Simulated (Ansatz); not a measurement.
# La on Pd(111): change of the work function, part 3 of 3

Aim: the work function of Pd(111) at several coverages of La (fcc site), and the dipole that each adsorbate carries.

Ansatz 0.2.0; plane-wave DFT, PBE, Ansatz PAW.

So far, work function, upper face (eV): step 2 (the clean slab) 5.27; step 3 (37 atoms, coverage 0.111 ML, cell 3x3) 2.72.

### 4. The covered slab, k-mesh 6×6×1, coverage 0.25 ML

System of this step: La/Pd(111). The cell holds 17 atoms: 16 Pd and 1 La. Its edges and angles: a = 5.501 Å, b = 5.501 Å, c = 28.034 Å, α = 90.0°, β = 90.0°, γ = 60.0°. Vacuum lies along c.

Another coverage, to see how the dipoles act on each other as their distance changes.

input.yaml

```yaml
crystal:
  lattice:
    - [5.5012907577, 0.0, 0.0]
    - [2.7506453788, 4.7642575497, 0.0]
    - [0.0, 0.0, 28.034020596]
  atoms:
    - { symbol: Pd, position: [0.0, 0.0, 0.3210385028] }
    - { symbol: Pd, position: [0.1666666667, 0.1666666667, 0.4011516118] }
    - { symbol: Pd, position: [0.3333333333, 0.3333333333, 0.4829804822] }
    - { symbol: Pd, position: [0.0, 0.0, 0.565156906] }
    - { symbol: Pd, position: [0.0, 0.5, 0.3210385028] }
    - { symbol: Pd, position: [0.1666666667, 0.6666666667, 0.4011516118] }
    - { symbol: Pd, position: [0.3333333333, 0.8333333333, 0.4829804822] }
    - { symbol: Pd, position: [0.0, 0.5, 0.565156906] }
    - { symbol: Pd, position: [0.5, 0.0, 0.3210385028] }
    - { symbol: Pd, position: [0.6666666667, 0.1666666667, 0.4011516118] }
    - { symbol: Pd, position: [0.8333333333, 0.3333333333, 0.4829804822] }
    - { symbol: Pd, position: [0.5, 0.0, 0.565156906] }
    - { symbol: Pd, position: [0.5, 0.5, 0.3210385028] }
    - { symbol: Pd, position: [0.6666666667, 0.6666666667, 0.4011516118] }
    - { symbol: Pd, position: [0.8333333333, 0.8333333333, 0.4829804822] }
    - { symbol: Pd, position: [0.5, 0.5, 0.565156906] }
    - { symbol: La, position: [0.1666666667, 0.1666666667, 0.6789614972] }
kpoints:
  mp_grid: { grid: [6, 6, 1] }
hamiltonian:
  xc: pbe
scf:
  occupations: { method: fermi_dirac, width: 0.1 }
  convergence: { dr2_threshold: 1.0e-08 }
efield:
  axis: 3
  dipole_correction: true
  ramp_position: 0.97
  ramp_width: 0.06
relax:
  f_tol: 0.02
  max_steps: 60
  constraints: [{ sites: [0, 1, 4, 5, 8, 9, 12, 13] }]
output:
  dos: { projected: true, e_range: [-8, 4] }
  write_potential: true
  write_density: true
  volumetric_format: npy
  elf: true
```

On the command line:

```console
$ ansatz run input.yaml --threads 4 --pin off --max-ram 16384MiB --backend cpu --events-out ev --progress --plain --runs-dir out
```

Standard output:

```text
La: projections on atomic orbitals take those of the free atom [Kr 4d10] 4f0 5s2 5p6 5d1 6s2, of charge +0.00 (hamiltonian.pseudopotentials.projection_atoms); the dataset's partial waves leave at most 1.9e-5 of an orbital's norm unspanned inside its sphere
[...]
Crystal: 17 atoms, lattice volume = 734.760 Å³
Basis set: ecut = 420 eV, 14379 PW (Γ), exchange–correlation on 80×80×384 points (8 copies of the dense FFT grid, shifted against one another)
Bands: 180, of which v1, the nominal top of the filled ones, is band 150 counted from 1 (149 counted from 0)
Symmetry: 6 space group operations
[...]
k-points: 7 of 36 (time reversal used)
[...]
SCF iter   1: F=—  HF=-117813.187374 eV  |F-HF|=—  |Δ(HF+E_count)|=         —  Δρ=1.34e-1  dr2=7.21e2  ethr=1.77e-3  p=0.401 e·Å  D=9.88e-2 V/Å  ΔV_dip=-2.77 eV  dr2_dipole=2.43e2  V_vac-E_F(+/−)=2.29/5.06 eV  ⟨swp⟩=7.0  Hψ=4822  notcnv=0  defer=12
[...]
SCF iter  19: F=-117811.566240 eV  HF=-117811.566240 eV  |F-HF|=1.75e-10  |Δ(HF+E_count)|=   1.66e-8  Δρ=3.45e-7  dr2=1.56e-9  ethr=3.34e-12  p=0.345 e·Å  D=8.50e-2 V/Å  ΔV_dip=-2.38 eV  dr2_dipole=4.54e-11  V_vac-E_F(+/−)=2.85/5.23 eV  ⟨swp⟩=13.9  Hψ=8101  notcnv=0
SCF 1 converged in 19 iterations: F = -117811.566240 eV  dr2 = 1.56e-9
[...]
relax step   1: F+E_penalty+E_count = -117811.56624020 eV  Δ(F+E_penalty+E_count) = +0.000e0 eV  max|allowed force component| = 2.599e0 eV/Å  Δτ_max = 0.0000 Å  (19 SCF iters, accepted)
[...]
SCF iter  12: F=-117812.233287 eV  HF=-117812.233287 eV  |F-HF|=1.19e-8  |Δ(HF+E_count)|=   3.98e-8  Δρ=6.10e-7  dr2=5.90e-9  ethr=3.34e-12  p=0.352 e·Å  D=8.68e-2 V/Å  ΔV_dip=-2.43 eV  dr2_dipole=1.34e-9  V_vac-E_F(+/−)=2.79/5.23 eV  ⟨swp⟩=11.3  Hψ=9162  notcnv=0
SCF 2 converged in 12 iterations: F = -117812.233287 eV  dr2 = 5.90e-9
[...]
relax step   2: F+E_penalty+E_count = -117812.23328669 eV  Δ(F+E_penalty+E_count) = -6.670e-1 eV  max|allowed force component| = 2.945e0 eV/Å  Δτ_max = 0.1980 Å  (12 SCF iters, accepted)
SCF iter   1: F=—  HF=-117812.968215 eV  |F-HF|=—  |Δ(HF+E_count)|=         —  Δρ=3.51e-3  dr2=2.62e-1  ethr=1.12e-3  p=0.352 e·Å  D=8.68e-2 V/Å  ΔV_dip=-2.43 eV  dr2_dipole=3.86e-2  V_vac-E_F(+/−)=2.80/5.23 eV  ⟨swp⟩=5.1  Hψ=3252  notcnv=0  defer=24
[...]
SCF iter  12: F=-117812.952139 eV  HF=-117812.952139 eV  |F-HF|=1.15e-8  |Δ(HF+E_count)|=   4.23e-8  Δρ=6.26e-7  dr2=7.43e-9  ethr=3.34e-12  p=0.366 e·Å  D=9.01e-2 V/Å  ΔV_dip=-2.52 eV  dr2_dipole=5.85e-10  V_vac-E_F(+/−)=2.70/5.22 eV  ⟨swp⟩=13.1  Hψ=8660  notcnv=0
SCF 3 converged in 12 iterations: F = -117812.952139 eV  dr2 = 7.43e-9
relax step   3: F+E_penalty+E_count = -117812.95213897 eV  Δ(F+E_penalty+E_count) = -7.189e-1 eV  max|allowed force component| = 3.128e0 eV/Å  Δτ_max = 0.1949 Å  (12 SCF iters, accepted)
[...]
relax step   4: F+E_penalty+E_count = -117813.62073152 eV  Δ(F+E_penalty+E_count) = -6.686e-1 eV  max|allowed force component| = 2.930e0 eV/Å  Δτ_max = 0.1949 Å  (12 SCF iters, accepted)
[...]
relax step   5: F+E_penalty+E_count = -117814.18179766 eV  Δ(F+E_penalty+E_count) = -5.611e-1 eV  max|allowed force component| = 1.915e0 eV/Å  Δτ_max = 0.1981 Å  (12 SCF iters, accepted)
[...]
relax step   6: F+E_penalty+E_count = -117814.42694242 eV  Δ(F+E_penalty+E_count) = -2.451e-1 eV  max|allowed force component| = 2.624e-1 eV/Å  Δτ_max = 0.1949 Å  (12 SCF iters, accepted)
[...]
relax step   7: F+E_penalty+E_count = -117814.47182011 eV  Δ(F+E_penalty+E_count) = -4.488e-2 eV  max|allowed force component| = 1.883e-1 eV/Å  Δτ_max = 0.1335 Å  (13 SCF iters, accepted)
[...]
relax step   8: F+E_penalty+E_count = -117814.48054656 eV  Δ(F+E_penalty+E_count) = -8.726e-3 eV  max|allowed force component| = 6.337e-2 eV/Å  Δτ_max = 0.0660 Å  (11 SCF iters, accepted)
SCF iter   1: F=—  HF=-117814.483877 eV  |F-HF|=—  |Δ(HF+E_count)|=         —  Δρ=1.35e-3  dr2=1.35e-2  ethr=4.17e-5  p=0.433 e·Å  D=1.07e-1 V/Å  ΔV_dip=-2.99 eV  dr2_dipole=1.21e-3  V_vac-E_F(+/−)=2.24/5.23 eV  ⟨swp⟩=3.0  Hψ=2783  notcnv=0  defer=31
[...]
SCF iter  11: F=-117814.481772 eV  HF=-117814.481772 eV  |F-HF|=5.02e-9  |Δ(HF+E_count)|=   2.06e-8  Δρ=4.11e-7  dr2=2.46e-9  ethr=3.34e-12  p=0.433 e·Å  D=1.07e-1 V/Å  ΔV_dip=-2.99 eV  dr2_dipole=1.77e-10  V_vac-E_F(+/−)=2.24/5.23 eV  ⟨swp⟩=8.1  Hψ=7059  notcnv=0
SCF 9 converged in 11 iterations: F = -117814.481772 eV  dr2 = 2.46e-9
relax step   9: F+E_penalty+E_count = -117814.48177194 eV  Δ(F+E_penalty+E_count) = -1.225e-3 eV  max|allowed force component| = 1.873e-2 eV/Å  Δτ_max = 0.0481 Å  (11 SCF iters, accepted)
[...]
SCF converged after 11 iterations
Free energy (F): -117814.481772 eV
[...]
Internal energy: -117813.596602 eV  (E = F + TS)
E sigma→0 (E₀):  -117814.039187 eV
Entropy (-TS):   -0.885170 eV (-52.069 meV/atom)
Fermi energy:    4.670359 eV
Dipole field:    D = 0.106688 V/Å  (p = 0.433210 e·Å, saw-weighted, corrected)
Work function:   Φ+ = 2.2380 eV   Φ− = 5.2289 eV
[...]
--- Forces (eV/Å), atoms counted from 1 ---
  atom   1  Pd     0.01374175     0.00793380    -0.31320789
  atom   2  Pd     0.00000000     0.00000000     0.44658870
  atom   3  Pd    -0.01341424    -0.00774471    -0.00249070
  atom   4  Pd    -0.01622182    -0.00936567    -0.00370188
  atom   5  Pd     0.00000000    -0.01586761    -0.31320789
  atom   6  Pd     0.05107647    -0.02948901     0.27109612
  atom   7  Pd    -0.00000000     0.01548943    -0.00249070
  atom   8  Pd    -0.00000000     0.01873134    -0.00370188
  atom   9  Pd    -0.01374175     0.00793380    -0.31320789
  atom  10  Pd    -0.00000000     0.05897802     0.27109612
  atom  11  Pd     0.01341424    -0.00774471    -0.00249070
  atom  12  Pd     0.01622182    -0.00936567    -0.00370188
  atom  13  Pd    -0.00000000     0.00000000    -0.29992112
  atom  14  Pd    -0.05107647    -0.02948901     0.27109612
  atom  15  Pd     0.00000000    -0.00000000    -0.00497313
  atom  16  Pd    -0.00000000     0.00000000    -0.00980520
  atom  17  La    -0.00000000     0.00000000     0.01302299
  max |Σ_I F_I| component: 8.10e-7 eV/Å
--- Band table (eV; the first three rows and the last of 7) ---
  k-point 0: bands = [... 146 lower, 4.8779, 4.8779, 4.8880, 5.0098, 5.0098, 5.0150, 5.2988, 5.6309, ... 26 higher]
  k-point 1: bands = [... 146 lower, 4.6180, 4.7064, 4.7151, 4.8024, 4.8096, 4.8169, 5.0877, 5.5993, ... 26 higher]
  k-point 2: bands = [... 146 lower, 4.4377, 4.5224, 4.5320, 4.5458, 4.5884, 4.7767, 4.7979, 5.3287, ... 26 higher]
  k-point 6: bands = [... 146 lower, 4.3820, 4.3889, 4.3983, 4.4153, 4.4491, 4.4965, 4.5062, 4.5207, ... 26 higher]
--- Relaxed structure (9 steps of the walk, 9 accepted, 0 SCFs on fresh bases) ---
  F+E_penalty+E_count = -117814.48177194 eV   max|allowed force component| = 1.873e-2 eV/Å
  atoms:
    - { symbol: Pd, position: [-1.795949e-17, -1.795949e-17, 0.3210385028] }
    - { symbol: Pd, position: [0.166667, 0.166667, 0.4011516118] }
    - { symbol: Pd, position: [0.334422, 0.334422, 0.484213] }
    - { symbol: Pd, position: [-0.00335278, -0.00335278, 0.566964] }
    - { symbol: Pd, position: [0.0, 0.500000, 0.3210385028] }
    - { symbol: Pd, position: [0.166667, 0.666667, 0.4011516118] }
    - { symbol: Pd, position: [0.334422, 0.831157, 0.484213] }
    - { symbol: Pd, position: [-0.00335278, 0.506706, 0.566964] }
    - { symbol: Pd, position: [0.500000, -1.795949e-17, 0.3210385028] }
    - { symbol: Pd, position: [0.666667, 0.166667, 0.4011516118] }
    - { symbol: Pd, position: [0.831157, 0.334422, 0.484213] }
    - { symbol: Pd, position: [0.506706, -0.00335278, 0.566964] }
    - { symbol: Pd, position: [0.500000, 0.500000, 0.3210385028] }
    - { symbol: Pd, position: [0.666667, 0.666667, 0.4011516118] }
    - { symbol: Pd, position: [0.833333, 0.833333, 0.482185] }
    - { symbol: Pd, position: [0.500000, 0.500000, 0.573160] }
    - { symbol: La, position: [0.166667, 0.166667, 0.639454] }
```

Wall time 5.2 min (4 threads of Arm Neoverse V1, shared host); peak memory 3.1 GiB; 20 min of CPU time.

Step by step:

```tsv
step	energy less that of the first step (eV)	largest force component (eV/Å)
1	0.0000	2.5987
2	-0.6670	2.9452
3	-1.3859	3.1276
4	-2.0545	2.9297
5	-2.6156	1.9154
6	-2.8607	0.2624
7	-2.9056	0.1883
8	-2.9143	0.0634
9	-2.9155	0.0187
```

The run keeps the 6 symmetry operations that the program found, so distortions that break them were not tested.

The atoms that moved most (Å):

```tsv
atom	dx	dy	dz	length
La17	0.000	0.000	-1.108	1.108
Pd16	0.000	0.000	0.224	0.224
Pd8	0.000	0.032	0.051	0.060
Pd4	-0.028	-0.016	0.051	0.060
Pd12	0.028	-0.016	0.051	0.060
Pd11	-0.009	0.005	0.035	0.036
Pd7	0.000	-0.010	0.035	0.036
Pd3	0.009	0.005	0.035	0.036
```

The relaxed structure:

```xyz
17
Lattice="5.5013 0.0000 0.0000 2.7506 4.7643 0.0000 0.0000 0.0000 28.0340" Properties=species:S:1:pos:R:3
Pd    0.0000    0.0000    9.0000
Pd    1.3753    0.7940   11.2459
Pd    2.7596    1.5933   13.5744
Pd   -0.0277   -0.0160   15.8943
Pd    1.3753    2.3821    9.0000
Pd    2.7506    3.1762   11.2459
Pd    4.1260    3.9598   13.5744
Pd    1.3753    2.4141   15.8943
Pd    2.7506    0.0000    9.0000
Pd    4.1260    0.7940   11.2459
Pd    5.4923    1.5933   13.5744
Pd    2.7783   -0.0160   15.8943
Pd    4.1260    2.3821    9.0000
Pd    5.5013    3.1762   11.2459
Pd    6.8766    3.9702   13.5176
Pd    4.1260    2.3821   16.0680
La    1.3753    0.7940   17.9265
```

This step gave:

- energy at zero smearing: -117814.0392 eV
- work function, upper face: 2.238 eV
- work function, lower face: 5.229 eV
- dipole along the normal: 0.4332 e·Å
- step between the vacuum levels: -2.991 eV

Running mean over 2.246 Å of the planar mean; the ramp of the sawtooth is left out. Electron's electrostatic potential energy less the Fermi level against z:

```tsv
z (Å)	electron's electrostatic potential energy less the Fermi level (eV)
4	5.23
5	5.23
6	5.17
7	4.38
8	-3.12
9	-8.25
10	-8.48
11	-8.54
12	-8.07
13	-8.19
14	-8.16
15	-7.48
16	-8.93
17	-6.52
18	-2.51
19	-0.851
20	1.50
21	2.08
22	2.21
23	2.23
24	2.24
```

The density of states has structure finer than the step of the table below, so its rows give means over 0.25 eV. Peaks (eV: height): -3.400: 69.3, -2.950: 60.7, -2.350: 91.7, -2.230: 66.9, -0.240: 72.2, 1.860: 63.0, 1.920: 80.8.

Table of density of states by energy, zero at the Fermi level; means over each step:

```tsv
energy (eV)	density of states (states/eV a cell)
-6.75	0
-6.50	0.453
-6.25	0.972
-6.00	1.07
-5.75	1.15
-5.50	2.22
-5.25	3.56
-5.00	7.75
-4.75	21.4
-4.50	32.0
-4.25	38.3
-4.00	31.5
-3.75	25.5
-3.50	28.4
-3.25	25.3
-3.00	34.3
-2.75	35.7
-2.50	40.2
-2.25	45.5
-2.00	36.1
-1.75	30.5
-1.50	28.0
-1.25	33.5
-1.00	37.8
-0.75	29.7
-0.50	33.5
-0.25	43.6
0.00	26.0
0.25	10.9
0.50	4.36
0.75	7.23
1.00	9.35
1.25	9.01
1.50	10.6
1.75	22.8
```

Projected DOS per atom over height of the atomic layer and energy from the Fermi level. Layers: Pd4 Pd4 Pd4 Pd4 La from below.

Values in states/eV, 22 rows by 5 columns, each cell a mean:
```
 0.0  0.0  0.0  0.2 22.0
 0.1  0.1  0.1  0.1  4.3
 0.1  0.1  0.1  0.2  2.0
 0.3  0.2  0.2  0.1  1.0
 2.2  2.4  2.0  0.7  0.7
 2.1  2.0  1.9  1.2  0.7
 2.5  1.7  2.2  1.9  0.9
 2.0  1.3  2.2  1.9  0.7
 2.3  1.5  1.5  2.2  0.9
 2.8  2.3  2.1  2.3  0.7
 2.1  2.4  2.0  2.5  1.0
 1.2  1.3  1.9  2.0  0.7
 1.4  1.5  1.4  1.8  0.4
 1.7  2.6  2.0  2.0  0.4
 0.8  2.1  1.8  1.6  0.5
 0.1  0.3  0.3  0.5  0.4
 0.0  0.0  0.0  0.0  0.2
 0.0  0.0  0.0  0.0  0.1
 0.0  0.0  0.0  0.0  0.0
 0.0  0.0  0.0  0.0  0.0
 0.0  0.0  0.0  0.0  0.0
 0.0  0.0  0.0  0.0  0.0
```
Columns: height of the atomic layer (Å) from 9 to 17.9 (not evenly spaced); rows upwards: energy from the Fermi level (eV) from -7.96 to 1.95.

Electrostatic potential energy in the ca plane at fractional y = 0.167, with atoms of Pd and La within 0.2 Å of it. With pseudopotentials it is smooth inside the atoms' cores, unlike the true potential.

Ten even steps from '0' (-42 eV) to '9' (8 eV), each cell a mean:
```
46899989999755799865688877789999999999999999
46899988999755799865689998999999999999999999
78998645799877899987899999999999999999999999
99986100489999999999999999999999999999999999
99984000279999999999999999999999999999999999
99984000389999999999999999999999999999999999
88997312699988999988899999999999999999999999
56899878999866799865689999999999999999999999
46899999999744689864689888889999999999999999
57899877899866799876788655678999999999999999
88997312689988999988886200258999999999999999
99984000389999999999984022037899999999999999
99984000279999999999984034027899999999999999
89986100489999999999885100047899999999999999
67998645899877899987787522478999999999999999
```
Columns run along c (16.0 Å, from fractional 0.32 to 0.89 of the cell; values clipped at the 3rd and 97th percentile), rows up along a (5.5 Å). Atoms in or near the plane, at fractional coordinates: Pd at (0.40, 0.17), Pd at (0.40, 0.67), La at (0.64, 0.17).

Valence density in the ca plane at fractional y = 0.167, with atoms of Pd and La within 0.2 Å of it. It is the smooth field of the valence electrons, not physical close to the nuclei.

Ten steps, logarithmic in the rise over the least value, from '0' (0 e/Å³) to '9' (13 e/Å³), each cell a mean:
```
54322222212455422345532222210000000000000000
54322232222455422345432111000000000000000000
43223565322344322234321100000000000000000000
22225898632222211122221000000000000000000000
22236999732222111112211000000000000000000000
22235899732222111122211000000000000000000000
33224677422233221233321100000000000000000000
54322343222344322345431100000000000000000000
65322222212455422355532211100000000000000000
54222343222345322244432344321000000000000000
33224677522233221223323455532000000000000000
22235899732222111122224555542100000000000000
22236999732122111112224555542100000000000000
22225898632222211122224555542000000000000000
43223455322334322234333445431000000000000000
```
Columns run along c (16.0 Å, from fractional 0.32 to 0.89 of the cell), rows up along a (5.5 Å). Atoms in or near the plane, at fractional coordinates: Pd at (0.40, 0.17), Pd at (0.40, 0.67), La at (0.64, 0.17).

ELF in the ca plane at fractional y = 0.167, with atoms of Pd and La within 0.2 Å of it. It is the smooth field of the valence electrons, not physical close to the nuclei.

Ten even steps from '0' (0.00) to '9' (0.83), each cell a mean:
```
44222222222344322244432346531111111000000000
44222222222344322244433211110011110000000000
32222444322233222223322210000011100000000000
22224656522222211222222221100110000000000000
22224535522222211222222222111110000000000000
22224645522222211222222221111110000000000000
22223555422222221222222221000011000000000000
43222233222344322234333210000011110000000000
54222222222354322244433223321111111000000000
43222233222344322233333579863111211100000000
22223555422222222222225889995212221100000000
22224645522222211222226843797322222100000000
22225535522222211222227721697322222100000000
22224656522222211222226866996322222100000000
33222444322233222223333799984211221100000000
```
Columns run along c (16.0 Å, from fractional 0.32 to 0.89 of the cell), rows up along a (5.5 Å). Atoms in or near the plane, at fractional coordinates: Pd at (0.40, 0.17), Pd at (0.40, 0.67), La at (0.64, 0.17).

The relaxation took 9 steps and lowered the energy by 2.9 eV; the largest force on the free atoms ends at 0.019 eV/Å.

By hand: a sheet of dipoles makes a step −p/(ε₀A) in the electron's potential. With e/ε₀ = 180.95 V·Å, p = 0.4332 e·Å and A = 26.21 Å², that is −180.95 × (0.4332) / 26.21 = -2.991 eV, and the two vacuum levels of the run differ by -2.991 eV.

The covered face has 2.24 eV, -3.03 eV against the clean one; the bare back face has moved by -0.02 eV, a measure of how thin the slab is.

### 5. Work function against coverage

This step: plane-wave DFT, PBE, Ansatz PAW; work function against coverage (Ansatz 0.2.0).

The runs are now put side by side.

Numbers from this step:

```
work function of the clean face     : 5.268 eV
largest change of the work function : -3.030 eV
```

Table of work function of the covered face by coverage:

```tsv
coverage (adsorbates/nm²)	work function of the covered face (eV)
0.00	5.27
1.70	2.72
3.82	2.24
```

The dipole per adsorbate comes from the change of the cell's dipole. Coverage, by row:

```tsv
coverage (1/nm²)	coverage (ML)	work function (eV)	change (eV)	dipole per adsorbate, positive end outwards (debye)	mean height of the added atoms over the highest substrate atom (Å)
1.696	0.1111	2.715	-2.553	4.008	1.977
3.815	0.25	2.238	-3.03	2.094	1.859
```

### 6. What came out

```
work function of the clean face                        : 5.27 eV
work function at 0.11 ML                               : 2.72 eV
work function at 0.25 ML                               : 2.24 eV
dipole per adsorbate at 0.11 ML, positive end outwards : 4.01 D
```

**Reading.** La lowers the work function of Pd(111) at the lowest coverage, by 2.55 eV: the adsorbate layer has its positive end outwards. The slab has 4 layers, at the tabulated experimental lattice constant, one starting site was run, and quantum-size effects of a slab this thin can reach one or two tenths of an eV. The main runs have no spin polarisation; a magnetic state could lie lower and would change these results.

[Long decimals in the printed logs are rounded to 6 places.]

[Logs are printed without paths, hosts, clocks, repeated set-up lines and the standing remarks that a program may print on its own settings, such as how far it seeks lower states.]

[Hosts, paths, dates, database ids (printed as entryN), source tags and the programs' standing remarks are cut or masked in the printed files.]

[Maps of the electrostatic potential energy from Ansatz leave out the sawtooth potential of an applied field or a dipole correction, so their vacuum need not be flat; planar profiles and work functions include it.]

[The density of states shown here was stored with 400 of the rows of the run's finer table, so its peaks can read low, often by over a quarter, or be missed, and its means over a window can be off by a tenth or more.]
